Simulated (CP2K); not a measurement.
The C K edge of hydroxypyrazine was computed by TDDFT (CP2K XAS_TDP, aug-cc-pVDZ, TDA) at these levels: PBE0, PBEh(45%) and PBEh(45%) + GW2X. The first three lines of C2 (bonded to C, N and O) with a strength over 0.0015, energy in eV and strength:

```csv
run,first,second,third
1,288.98 (0.059),290.61 (0.006),292.86 (0.004)
2,277.77 (0.026),278.53 (0.025),281.91 (0.003)
3,283.35 (0.061),284.98 (0.006),287.23 (0.004)
```

Q: Which run is which?

Run 1: PBEh(45%) + GW2X (45 % exact exchange). Run 2: PBE0 (25 % exact exchange). Run 3: PBEh(45%) (45 % exact exchange). Self-interaction lifts the core level, so the uncorrected lines rise with the share of exact exchange. The GW2X run keeps the spacings of its parent: 1.63 eV between the first two lines in run 1, 1.63 eV in run 3. Its shift is +5.63 eV, since the Kohn–Sham level at this share of exchange lies that far above the quasiparticle level.

[Banner, clock and machine lines of the logs are left out without a mark of their own.]

[Logs are printed without paths, hosts, clocks, repeated set-up lines and the standing remarks that a program may print on its own settings, such as how far it seeks lower states.]

[Hosts, paths, dates, database ids (printed as entryN), source tags and the programs' standing remarks are cut or masked in the printed files.]
